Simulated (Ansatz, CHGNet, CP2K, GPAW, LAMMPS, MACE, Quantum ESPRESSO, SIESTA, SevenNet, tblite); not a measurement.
**Other levels on amorphous 59Ga2O3-41P2O5 (mol %) (64 atoms)**

Density of this cell: 4.18 g/cm³. The cell holds 64 atoms: 13 Ga, 9 P and 42 O. Its edges and angles: a = 9.037 Å, b = 9.037 Å, c = 9.037 Å, α = 90.0°, β = 90.0°, γ = 90.0°. 64 atoms (13 Fe, 9 P, 42 O) placed at random at 3.33 g/cm³, melted at 5000 K for 10 ps at fixed volume with the Morse and Coulomb pair potential with partial charges (Pedone, Malavasi, Menziani, Cormack and Segre, J. Phys. Chem. B 110, 11780 (2006)). Quenched from 5000 K to 300 K at 100 K/ps and fixed volume, held 10 ps at zero pressure, then minimised at fixed cell. Then Fe was replaced by Ga and the cell scaled by 1.005 (the potential has no terms for the new elements, so the cell is a start for a DFT relaxation).

Geometry: as built.

The reference, a calculation:

- method: Kohn-Sham DFT, PBE, SSSP efficiency 1.3.0 pseudopotentials, plane waves (Quantum ESPRESSO 7.5); sssp-pbe-1.3.0-efficiency, cutoffs 60/480 Ry, Γ point
- r.m.s. force component: 1.059 eV/Å
- longest force: 3.454 eV/Å
- pressure: -0.4717 GPa
- gap (highest filled to lowest empty level): 1.376 eV
- time: 4.8 min on 2 MPI ranks of Arm Neoverse V2, shared host
- CPU time: 9.7 min

Runs, in no order:
A. SIESTA revPBE, PBE potentials, DZP, shift 0.01 Ry, mesh 500 Ry: Kohn-Sham DFT, revPBE, PseudoDojo 0.4.1 norm-conserving pseudopotentials (converted to PSML), numerical atomic orbitals (DZP), diagonalisation
B. SIESTA PBE, SZP, shift 0.01 Ry, mesh 500 Ry: Kohn-Sham DFT, PBE, PseudoDojo 0.4.1 norm-conserving pseudopotentials (converted to PSML), numerical atomic orbitals (SZP), diagonalisation
C. SevenNet l3i5 potential: machine-learned interatomic potential SevenNet l3i5, trained on PBE(+U) plane-wave data
D. tblite GFN2-xTB: GFN2-xTB tight binding, diagonalisation
E. CP2K PBE, TZVP-UZH, 600/50 Ry, OT CG: Kohn-Sham DFT, PBE, GTH-PBE pseudopotentials, Gaussian and plane waves, TZVP-MOLOPT (UZH set), orbital transformation

**Question.** Rank the runs by how far their forces lie from the reference's, least first.

E, C, A, D, B.

```
                                                              run  Δ force, r.m.s. (meV/Å)  share of r.m.s. force (%)  CPU time
                          E. CP2K PBE, TZVP-UZH, 600/50 Ry, OT CG                     92.6                       8.75    12 min
                                       C. SevenNet l3i5 potential                      132                       12.5     9.4 s
A. SIESTA revPBE, PBE potentials, DZP, shift 0.01 Ry, mesh 500 Ry                      192                       18.1   4.9 min
                                               D. tblite GFN2-xTB                      376                       35.5     5.1 s
                   B. SIESTA PBE, SZP, shift 0.01 Ry, mesh 500 Ry                      705                       66.5   3.8 min
```

Periodic xTB results under one method name differ between programs and library versions. Machine-learned potentials mimic data converged in k, so the reference's own k-point error enters their differences. The network of bonds at the start is that of the classical potential that made the cell, and needn't be the one that DFT or experiment would give. The electronic-structure runs sample only Γ, in a cell whose shortest periodic width is 9 Å.

[Logs are printed without paths, hosts, clocks, repeated set-up lines and the standing remarks that a program may print on its own settings, such as how far it seeks lower states.]

[Hosts, paths, dates, database ids (printed as entryN), source tags and the programs' standing remarks are cut or masked in the printed files.]
